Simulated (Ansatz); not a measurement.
# In (I4/mmm): Migdal–Eliashberg transition temperature, part 2 of 2

Aim: the phonon-mediated transition temperature of In (I4/mmm) at ambient pressure, over a range of μ*. The cell shown first is a relaxed one, from steps not shown here.

Ansatz 0.2.0; DFT PBE, scalar-relativistic, plane waves, PAW; PAW set soft_1.

So far, log mean phonon energy ħω_log (meV): step 2 (resistivity: q 6×6×6, k 18×18×18, scattering 24×24×24) 5.31; step 3 (k-mesh 24×24×24, scattering mesh 32×32×32) 5.33.

In doubt: the program doubts the meshes or the phonons of the coupling sums, which bears on λ, Tc and transport values.

**4. Coupling and resistivity: q 8×8×8, k 24×24×24, scattering 44×44×44**

The next rung changes the q mesh, which sets the reach of the force constants and couplings; the scattering mesh, which samples the Fermi surface.

Contents of input.yaml:

```yaml
crystal:
  lattice:
    - [-1.6455390351, 1.6455390351, 2.5429229113]
    - [1.6455390351, -1.6455390351, 2.5429229113]
    - [1.6455390351, 1.6455390351, -2.5429229113]
  atoms:
    - { symbol: In, position: [0.0, 0.0, 0.0] }
kpoints:
  mp_grid: { grid: [24, 24, 24] }
hamiltonian:
  xc: pbe
  pseudopotentials: { kind: paw, azcp: { folder: soft_1 } }
scf:
  occupations: { method: methfessel_paxton, width: 0.2 }
output:
  eigenvalues: true
phonons:
  method: dfpt
  qmesh: [8, 8, 8]
  temperatures: { t_max: 1000, t_step: 50 }
  qpath:
    path:
      - [0.0, 0.0, 0.0]
      - [0.0, 0.0, 0.5]
      - [0.25, 0.25, 0.25]
      - [0.0, 0.5, 0.0]
      - [0.0, 0.0, 0.0]
      - [0.5, 0.5, -0.5]
    npoints: 6
  electrical_resistivity:
    mesh: [44, 44, 44]
    temperatures: [20.0, 50.0, 80.0, 100.0, 150.0, 200.0, 273.0, 300.0, 400.0, 500.0, 600.0, 800.0]
  superconductivity: { mesh: [44, 44, 44] }
```

On the command line:

```console
$ ansatz run input.yaml --threads 16 --pin off --max-ram 92160MiB --backend cuda --events-out ev --progress --plain --runs-dir out --max-vram 78GiB
```

Numbers of over 12 decimals in the logs are rounded to 6 here.

What it wrote:

```text
[...]
Crystal: 1 atoms, lattice volume = 27.543 Å³
Basis set: ecut = 420 eV, 549 PW (Γ), exchange–correlation on 48×48×48 points (8 copies of the dense FFT grid, shifted against one another)
Bands: 11, of which v1, the nominal top of the filled ones, is band 7 counted from 1 (6 counted from 0)
Symmetry: 16 space group operations
k-points: 1063 of 13824
[...]
SCF iter   1: F=—  HF=-5597.934692 eV  |F-HF|=—  |Δ(HF+E_count)|=         —  Δρ=1.30e-2  dr2=6.43e-2  ethr=3.10e-3  ⟨swp⟩=5.1  Hψ=73614  notcnv=0
[...]
SCF iter   2: F=—  HF=-5597.917083 eV  |F-HF|=—  |Δ(HF+E_count)|=   1.76e-2  S|Δr|=    0.00e0  Δρ=8.54e-3  dr2=2.28e-2  ethr=4.94e-4  ⟨swp⟩=1.1  Hψ=20283  notcnv=0
[...]
SCF iter   7: F=-5597.913714 eV  HF=-5597.913714 eV  |F-HF|=0.00e0  |Δ(HF+E_count)|=   1.24e-9  S|Δr|=    0.00e0  Δρ=7.87e-8  dr2=7.12e-13  ethr=1.00e-12  ⟨swp⟩=7.7  Hψ=49262  notcnv=0
SCF 1 converged in 7 iterations: F = -5597.913714 eV  dr2 = 7.12e-13
[...]
SCF 2 converged in 7 iterations: F = -5597.913714 eV  dr2 = 7.61e-13
[...]
SCF converged after 7 iterations
[...]
not converged in the mesh (the resistivity at 50 K by 2.45 %; the resistivity at 80 K by 2.57 %; the resistivity at 100 K by 2.61 %; the resistivity at 150 K by 2.65 %; the resistivity at 200 K by 2.66 %; the resistivity at 273 K by 2.69 %; the resistivity at 300 K by 2.70 %; the resistivity at 400 K by 2.78 %; the resistivity at 500 K by 2.90 %; the resistivity at 600 K by 3.02 %; the resistivity at 800 K by 3.21  [...]
  vibrations of 512 cells: unjudged by the run; compare a larger repeat
[...]
--- Superconductivity: potentials and phonons of a 8×8×8 supercell ---
           mesh         λ    ħω_log (meV)  μ* declared at (meV)
       44×44×44    0.9703           5.305                6.868
       22×22×22    0.9716           5.313                6.872
       11×11×11    1.0392           5.291                6.857
  λ by the species' shares of the modes' patterns: In 0.9703
[...]
0.08      4.502         4.837         4.627         4.628         4.726         4.726          4.726
      0.10      4.089         4.364         4.096         4.096         4.197         4.197          4.197
      0.12      3.685         3.910         3.596         3.596         3.699         3.700          3.700
      0.13      3.487         3.690         3.358         3.358         3.462         3.463          3.463
      0.14      3.291         3.475         3.129         3.129         3.233         3.234          3.234
      0.16      2.910         3.059         2.695         2.695         2.800         2.800          2.800
      0.20      2.193         2.289         1.930         1.930         2.035         2.035          2.035
[...]
vibrations of 512 cells: unjudged by the run; compare a larger repeat
[...]
```

Run time: 19 min. Hardware: 1 × NVIDIA GB200 with 16 threads of Arm Neoverse V2, shared host; peak memory 33 GiB; 3.5 h of CPU time.

This step gave:

* zero point energy: 0.01111 eV/cell
* resistivity at 300 K: 9.485 μΩ cm, mean of the axes
* coupling constant λ: 0.9703
* density of states at the Fermi level: 0.2194 states/eV a spin and cell
* log mean phonon energy ħω_log: 5.305 meV
* transport coupling constant λ_tr: 0.7767, 0.7767, 0.8021 (xx, yy, zz)
* Drude plasma energy: 9.906, 9.906, 9.884 eV (xx, yy, zz)
* resistivity times mean free path: 7.854, 7.854, 7.74 × 10⁻¹⁶ Ω m² (xx, yy, zz)
* second-moment phonon energy ħω₂: 6.868 meV
* coupling λ by branch: 0.446, 0.299, 0.226 (branches by rank of frequency)

Transition temperatures:

```tsv
μ*	McMillan Tc (K)	Allen–Dynes Tc (K)	isotropic Fermi-surface Tc (K)	isotropic full bandwidth Tc (K)	anisotropic Fermi-surface Tc (K)	anisotropic full bandwidth Tc (K)	anisotropic narrow window Tc (K)
0.08	4.5	4.84	4.63	4.63	4.73	4.73	4.73
0.1	4.09	4.36	4.1	4.1	4.2	4.2	4.2
0.12	3.69	3.91	3.6	3.6	3.7	3.7	3.7
0.13	3.49	3.69	3.36	3.36	3.46	3.46	3.46
0.14	3.29	3.47	3.13	3.13	3.23	3.23	3.23
0.16	2.91	3.06	2.69	2.69	2.8	2.8	2.8
0.2	2.19	2.29	1.93	1.93	2.04	2.04	2.04
```

Eliashberg function α²F against phonon energy; read off at these points:

```tsv
phonon energy (meV)	α²F	α²F tr
0.250	1.8e-4	0
0.500	0.00160	2.6e-4
0.750	0.00445	0.00122
1.000	0.00932	0.00314
1.250	0.0164	0.0066
1.500	0.0254	0.0125
1.750	0.0476	0.0327
2.000	0.0720	0.0576
2.250	0.0953	0.0819
2.500	0.123	0.110
2.750	0.156	0.142
3.000	0.187	0.173
3.250	0.206	0.191
3.500	0.226	0.210
3.750	0.251	0.234
4.000	0.282	0.263
4.250	0.319	0.297
4.500	0.353	0.325
4.750	0.364	0.330
5.000	0.373	0.334
5.250	0.388	0.343
5.363	0.401	0.352
5.500	0.401	0.345
5.750	0.415	0.344
5.884	0.422	0.341
6.000	0.348	0.277
6.250	0.259	0.205
6.500	0.244	0.188
6.750	0.233	0.175
7.000	0.225	0.163
7.250	0.221	0.155
7.500	0.219	0.151
7.750	0.217	0.148
8.000	0.218	0.151
8.250	0.233	0.167
8.500	0.238	0.176
8.750	0.244	0.184
9.000	0.241	0.184
9.250	0.235	0.180
9.500	0.229	0.176
9.750	0.203	0.157
10.000	0.187	0.145
10.250	0.197	0.149
10.500	0.245	0.172
10.750	0.309	0.206
11.000	0.336	0.232
11.250	0.290	0.203
11.500	0.321	0.216
11.750	0.405	0.277
12.000	0.438	0.308
12.250	0.383	0.259
12.500	0.277	0.182
12.750	0.227	0.149
13.000	0.130	0.0899
13.250	0.0193	0.0141
```

Anisotropic full-bandwidth solution, weighted at the Fermi level. Gaps:

```tsv
mu*	T (K)	mean gap (meV)	5 % (meV)	95 % (meV)	mean Z
0.1	1.05	0.691	0.611	0.813	1.93
0.1	2.1	0.663	0.585	0.78	1.93
0.1	3.15	0.542	0.478	0.635	1.95
0.1	3.78	0.37	0.326	0.433	1.96
0.13	0.866	0.558	0.489	0.667	1.94
0.13	1.73	0.535	0.469	0.639	1.94
0.13	2.6	0.437	0.382	0.52	1.95
0.13	3.12	0.298	0.26	0.353	1.96
0.16	0.7	0.443	0.384	0.537	1.95
0.16	1.4	0.424	0.368	0.514	1.95
0.16	2.1	0.345	0.299	0.417	1.96
0.16	2.52	0.235	0.204	0.284	1.96
```

Table of dTc/da2F by phonon energy:

```tsv
phonon energy (meV)	dTc/da2F (K/meV)
0.5	1.60
1.0	2.72
1.5	3.28
2.0	3.48
2.5	3.48
3.0	3.40
3.5	3.28
4.0	3.13
4.5	2.99
5.0	2.84
5.5	2.71
6.0	2.59
6.5	2.46
7.0	2.35
7.5	2.24
8.0	2.14
8.5	2.06
9.0	1.97
9.5	1.89
10.0	1.81
10.5	1.74
11.0	1.68
11.5	1.61
12.0	1.55
12.5	1.49
13.0	1.45
```

The share of the Fermi-level states by lambda of a state:

```tsv
lambda of a state	share of the Fermi-level states
0.694	0
0.728	6.0e-4
0.762	0.0067
0.796	0.0109
0.829	0.0735
0.863	0.230
0.897	0.175
0.931	0.103
0.965	0.067
0.999	0.0462
1.030	0.042
1.070	0.0352
1.100	0.0553
1.130	0.0301
1.170	0.0064
1.200	0.0241
1.240	0.0299
1.270	0.0151
1.300	0.0171
1.340	0.0181
1.370	0.0121
1.400	0.0011
1.440	1.0e-4
1.470	0
```

Twice the integral of α²F/ω over this curve gives λ = 0.97, half of it from below 5.47 meV. The most distinct maxima of the Eliashberg function α²F (α²F) lie at 5.88 and 12.03 meV, the highest at 12.0 meV.

**5. Results**

```
meshes                                 : q 8×8×8, k 24×24×24, scattering 44×44×44
coupling constant λ                    : 0.970
log mean phonon energy ħω_log          : 5.30 meV
Allen–Dynes Tc at μ* = 0.1             : 4.36 K
Allen–Dynes Tc at μ* = 0.13            : 3.69 K
anisotropic Eliashberg Tc at μ* = 0.1  : 4.2 K
anisotropic Eliashberg Tc at μ* = 0.13 : 3.46 K
```

What this shows: In the last run (PBE, q 8×8×8, k 24×24×24, scattering 44×44×44), with λ = 0.97 and ħω_log = 5.30 meV, Tc at μ* = 0.13 is 3.5 K by McMillan's formula, 3.7 K by Allen and Dynes's and 3.5 K by the anisotropic Eliashberg equations. Allen and Dynes's formula meets the measured 3.4 K at μ* near 0.14. Raising μ* from 0.10 to 0.16 lowers the Allen–Dynes value from 4.4 to 3.1 K. The mean gap at a quarter of Tc gives 2Δ/k_B Tc = 3.74, against 3.53 in weak-coupling theory. The gap spreads from 0.49 to 0.67 meV over nine tenths of the Fermi surface. The run's transport test calls it not converged in the mesh; ρ(300 K) moves by 3 % in the component that moves most. λ of these runs moves by 0 to 3 % between their two finest meshes, and Tc by more, so small gaps between the runs or to the measured value rank nothing. In 2 of the runs shown, the last among them, the interpolated phonons dip below zero somewhere, which the program warns of. Over the runs, λ takes the values 0.972, 0.967 and 0.970, in the order shown. μ* is a typed number, phonons are harmonic, and spin fluctuations are left out; at μ* = 0.13 McMillan's formula turns 1 % in λ into about 1.8 % in Tc.

Computed beside measured:

| quantity | measured | Allen–Dynes, PBE, q 6×6×6, fine 24×24×24 | Eliashberg, PBE, q 6×6×6, fine 24×24×24 | Allen–Dynes, PBE, q 6×6×6, fine 32×32×32 | Eliashberg, PBE, q 6×6×6, fine 32×32×32 | Allen–Dynes, PBE, q 8×8×8, fine 44×44×44 | Eliashberg, PBE, q 8×8×8, fine 44×44×44 |
| --- | --- | --- | --- | --- | --- | --- | --- |
| superconducting transition temperature (μ* = 0.13) (kelvin) | 3.4 | 3.70 (+8.8 %) | 3.47 (+2.1 %) | 3.68 (+8.2 %) | 3.46 (+1.8 %) | 3.69 (+8.5 %) | 3.46 (+1.8 %) |

Measured values from arxiv:1310.7405 (2013).

Verdict: For the superconducting transition temperature, of the levels listed nearest comes Eliashberg, PBE, q 6×6×6, fine 32×32×32 (+1.8 %) and farthest Allen–Dynes, PBE, q 6×6×6, fine 24×24×24 (+8.8 %). Limits of convergence are named above.

[Logs are printed without paths, hosts, clocks, repeated set-up lines and the standing remarks that a program may print on its own settings, such as how far it seeks lower states.]

[Hosts, paths, dates, database ids (printed as entryN), source tags and the programs' standing remarks are cut or masked in the printed files.]
